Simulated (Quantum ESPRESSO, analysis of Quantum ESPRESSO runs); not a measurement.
# Local vibrational mode of the B-H pair in alpha-quartz (PBE) (Quantum ESPRESSO)

Subject: B-H pair in alpha-quartz. Wanted: its local vibrational mode, in one set-up (PBE, GBRV 1.5 PBE, 36-site cell, PBE lattice, k: the zone centre alone). The model is a cell of 36 host atoms with B put on another atom's site and H put in between. The frequencies come from force constants among the defect atom and its neighbours, with the masses of the isotopes named.

Measured beforehand: O-H stretch, 1H: 3595 cm⁻¹ at 300 K, by diffuse reflectance FTIR with peak fitting (“Structural evolution of water and hydroxyl groups during thermal, mechanical and chemical treatment of high purity natural quartz”, 2020, pmc:9055915). The runs below try to reproduce this.

Method: Quantum ESPRESSO plane-wave DFT, PBE, GBRV 1.5 PBE potentials; relaxation of all atoms of a defect supercell, in Quantum ESPRESSO 7.5.

**1. Starting point**

The cell holds 37 atoms: 11 Si, 24 O, 1 B and 1 H. Its edges and angles: a = 7.456 Å, b = 7.456 Å, c = 10.046 Å, α = 70.3°, β = 70.3°, γ = 71.4°. It derives from SiO2 (space group P3_221). Nearest the centre at fractional (0.451, 0.491, 0.501): H37 at 0.43 Å, B24 at 0.89 Å, O7 at 1.45 Å, O36 at 1.79 Å, O14 at 1.82 Å, O29 at 1.83 Å, Si1 at 2.71 Å, Si20 at 3.18 Å.

The host's primitive cell comes from a first run (Quantum ESPRESSO plane-wave DFT, PBE, GBRV 1.5 PBE potentials; relaxation of cell and atoms of a defect-free cell): vectors of 5.023, 5.023 and 5.510 Å. That is 13.38 Å³ an atom, 6.3 % over the diffraction cell's volume. The supercell is built on it.

**2. Relaxation, charge 0**

Every later number rests on the structure around the defect, so the atoms are relaxed at the host's lattice first.

Input file pw.in:

```
&CONTROL
  calculation = 'relax'
  prefix = 'pwscf'
  outdir = './tmp'
  pseudo_dir = './pseudo'
  tprnfor = .true.
  disk_io = 'low'
  nstep = 70
  forc_conv_thr = 0.00039
  etot_conv_thr = 0.0001
/
&SYSTEM
  ibrav = 0
  nat = 37
  ntyp = 4
  ecutwfc = 45
  ecutrho = 360
  nbnd = 100
  occupations = 'smearing'
  smearing = 'fd'
  degauss = 0.00073499
  nosym = .true.
/
&ELECTRONS
  conv_thr = 4d-08
  electron_maxstep = 100
  mixing_beta = 0.5
/
&IONS
  ion_dynamics = 'bfgs'
/
ATOMIC_SPECIES
Si    28.0850 si_pbe_v1.uspp.F.UPF
O     15.9990 o_pbe_v1.2.uspp.F.UPF
B     10.8100 b_pbe_v1.4.uspp.F.UPF
H      1.0080 h_pbe_v1.4.uspp.F.UPF
CELL_PARAMETERS angstrom
  -2.5114000115    4.3498724629    5.5098769264
   5.0228000230    0.0000000000    5.5098769264
   5.0228000230    8.6997449258    0.0000000000
ATOMIC_POSITIONS crystal
Si     0.0950343370    0.5689777128    0.4522469321
Si     0.5962693521    0.0686406451    0.2029327614
Si     0.4021777486    0.9282683994    0.0359386941
Si     0.9047777633    0.4262540085    0.2875723269
Si    -0.0017720359    0.0025867555    0.2611510119
Si     0.4989075387    0.4979512058    0.0134968005
O      0.2887302381    0.4695377392    0.4632309353
O      0.8159948669    0.9752860040    0.2188717072
O      0.4395365146    0.0249472235    0.3587869214
O      0.9395248502    0.5243856776    0.1084333351
O      0.4344230076    0.6902792719    0.0766193128
O      0.9333300969    0.1934149422    0.3257068151
O      0.1821055918    0.0258941631    0.1145398292
O      0.6802669201    0.5251434349    0.3649258567
O      0.0641231516    0.4781157626    0.3408190275
O      0.5604105880    0.9751620202    0.0925648010
O      0.0646040233    0.8052330723    0.3890455171
O      0.5616309985    0.3071664204    0.1393524216
Si     0.0973623490    0.5691604007    0.9524699857
Si     0.5970235927    0.0713563080    0.7035148565
Si     0.4073045619    0.9293133655    0.5344549125
Si     0.9076756539    0.4282638036    0.7846539559
Si     0.0007521176   -0.0029258880    0.7622712916
B      0.5470293566    0.5100116241    0.5247165360
O      0.3188608974    0.4773984476    0.9668164422
O      0.8197956478    0.9782391759    0.7184075240
O      0.4349230215    0.0244990547    0.8607136168
O      0.9351009031    0.5228643769    0.6109920787
O      0.4347416349    0.6904125417    0.5740865594
O      0.9364652461    0.1941895936    0.8231368390
O      0.1801949082    0.0242957709    0.6149628234
O      0.6802086788    0.5233752727    0.8652102651
O      0.0612647975    0.4744659328    0.8409024535
O      0.5595536583    0.9767447947    0.5923377463
O      0.0618253915    0.8068460677    0.8896657958
O      0.5625031083    0.3081419298    0.6374228051
H      0.3992516705    0.4921614505    0.4900146998
K_POINTS gamma
```

Started as:

```console
> OMP_NUM_THREADS=1 mpirun -n 4 pw.x -in pw.in > pw.out
```

What it wrote:

```text
This program is part of the open-source Quantum ESPRESSO suite
     for quantum simulation of materials; please cite
         "P. Giannozzi et al., J. Phys.:Condens. Matter 21 395502 (2009);
         "P. Giannozzi et al., J. Phys.:Condens. Matter 29 465901 (2017);
         "P. Giannozzi et al., J. Chem. Phys. 152 154105 (2020);
          URL
     in publications or presentations arising from this work. More details at

     gamma-point specific algorithms are used

     Subspace diagonalization in iterative solution of the eigenvalue problem:
     a serial algorithm will be used

     --------------------
     sticks:   dense  smooth     PW     G-vecs:    dense   smooth      PW
     Min        1346     673    167                93697    33123    4145
     Max        1348     674    170                93700    33126    4148
     Sum        5389    2695    673               374797   132497   16585

     Using Slab Decomposition

     bravais-lattice index     =            0
     lattice parameter (alat)  =      14.0892  a.u.
     unit-cell volume          =    3249.5326 (a.u.)^3
     number of atoms/cell      =           37
     number of atomic types    =            4
     number of electrons       =       192.00
     number of Kohn-Sham states=          100
     kinetic-energy cutoff     =      45.0000  Ry
     charge density cutoff     =     360.0000  Ry
     scf convergence threshold =      4.0E-08
     mixing beta               =       0.5000
     number of iterations used =            8  plain     mixing
     energy convergence thresh.=      1.0E-04
     force convergence thresh. =      3.9E-04
     Exchange-correlation=  SLA  PW   PBX  PBC
                           (   1   4   3   4   0   0   0)
     nstep                     =           70

     celldm(1)=  14.089206  celldm(2)=   0.000000  celldm(3)=   0.000000
     celldm(4)=   0.000000  celldm(5)=   0.000000  celldm(6)=   0.000000

     crystal axes: (cart. coord. in units of alat)
               a(1) = (  -0.336844   0.583430   0.739017 )
               a(2) = (   0.673687   0.000000   0.739017 )
               a(3) = (   0.673687   1.166860   0.000000 )

     reciprocal axes: (cart. coord. in units 2 pi/alat)
               b(1) = ( -0.742184  0.428500  0.676575 )
               b(2) = (  0.742184 -0.428500  0.676575 )
               b(3) = (  0.371092  0.642750 -0.338287 )

     PseudoPot. # 1 for Si read from file:
     si_pbe_v1.uspp.F.UPF
     Pseudo is Ultrasoft + core correction, Zval =  4.0
     Generated by new atomic code, or converted to UPF format
     Using radial grid of  899 points,  6 beta functions with:
                l(1) =   0
                l(2) =   0
                l(3) =   1
[...]
CASE: energy            _new < energy            _old

     new trust radius        =       0.0208474387 bohr
     new conv_thr            =       0.0000000004 Ry

ATOMIC_POSITIONS (crystal)
Si               0.0810169036        0.5744354976        0.4533207178
Si               0.5930053190        0.0723784349        0.1990550471
Si               0.4092780443        0.9380346474        0.0228227362
[...]
NEW-OLD atomic charge density approx. for the potential

     Check: negative core charge=   -0.000001

     Self-consistent Calculation

[...]
Threshold (ethr) on eigenvalues was too large:
     Diagonalizing with lowered threshold

[...]
total energy              =    -892.05693876 Ry
[...]
iteration #  6     ecut=    45.00 Ry     beta= 0.50
     Davidson diagonalization with overlap
     ethr =  2.97E-12,  avg # of iterations =  5.0

     total energy              =    -892.05693876 Ry
     estimated scf accuracy    <          6.1E-10 Ry

     iteration #  7     ecut=    45.00 Ry     beta= 0.50
     Davidson diagonalization with overlap
     ethr =  3.17E-13,  avg # of iterations =  3.0

     End of self-consistent calculation

          k = 0.0000 0.0000 0.0000 (  8293 PWs)   bands (ev):

[...]
0.8798   0.9243   0.9380   0.9778   1.0455   1.1162   1.1619   1.2484
     1.3791   1.3973   1.4565   1.4907   1.5610   1.6455   1.7050   1.8107
     7.4871   9.6020   9.7240   9.8537

     the Fermi energy is     3.0848 ev

!    total energy              =    -892.05693876 Ry
     estimated scf accuracy    <          7.8E-11 Ry
     smearing contrib. (-TS)   =       0.00000000 Ry
     internal energy E=F+TS    =    -892.05693876 Ry

     The total energy is F=E-TS. E is the sum of the following terms:
     one-electron contribution =    -461.63915116 Ry
     hartree contribution      =     329.39600697 Ry
     xc contribution           =    -230.64010519 Ry
     ewald contribution        =    -529.17368939 Ry

     convergence has been achieved in   7 iterations

     Forces acting on atoms (cartesian axes, Ry/au):

[...]
atom   36 type  2   force =     0.00023587    0.00029687   -0.00016939
     atom   37 type  4   force =    -0.00106695   -0.00000736   -0.00021494

     Total force =     0.004665     Total SCF correction =     0.000017
     Energy error            =      3.7E-05 Ry
     Gradient error          =      1.3E-03 Ry/Bohr

     number of scf cycles    =  70
     number of bfgs steps    =  68

     energy             old  =    -892.0569019605 Ry
     energy             new  =    -892.0569387624 Ry

     CASE: energy            _new < energy            _old

     new trust radius        =       0.0343743063 bohr

     The maximum number of steps has been reached.

     End of BFGS Geometry Optimization

ATOMIC_POSITIONS (crystal)
[...]
O                0.5892050353        0.3239667302        0.6299615134
H                0.2808176336        0.4647802455        0.5959224019

     NEW-OLD atomic charge density approx. for the potential

     Check: negative core charge=   -0.000001

=------------------------------------------------------------------------------=
   JOB DONE.
=------------------------------------------------------------------------------=
```

Elapsed: 10 min, on 4 MPI ranks of Intel Xeon Platinum 8375C at 2.90GHz (Ice Lake), shared host; peak memory 1.1 GiB.

The relaxation stopped after 70 steps with forces still over the tolerance.

The run stopped without converging, so none of its numbers is a property of the system.

**3. Outcome**

The local vibrational mode was not obtained, because the step “relaxation, charge 0” did not converge.

[Logs are printed without paths, hosts, clocks, repeated set-up lines and the standing remarks that a program may print on its own settings, such as how far it seeks lower states.]

[Hosts, paths, dates, database ids (printed as entryN), source tags and the programs' standing remarks are cut or masked in the printed files.]

[For some hosts the program warned that the k-mesh of the response run may be too coarse for force constants and the static dielectric constant; such warnings are not shown here.]
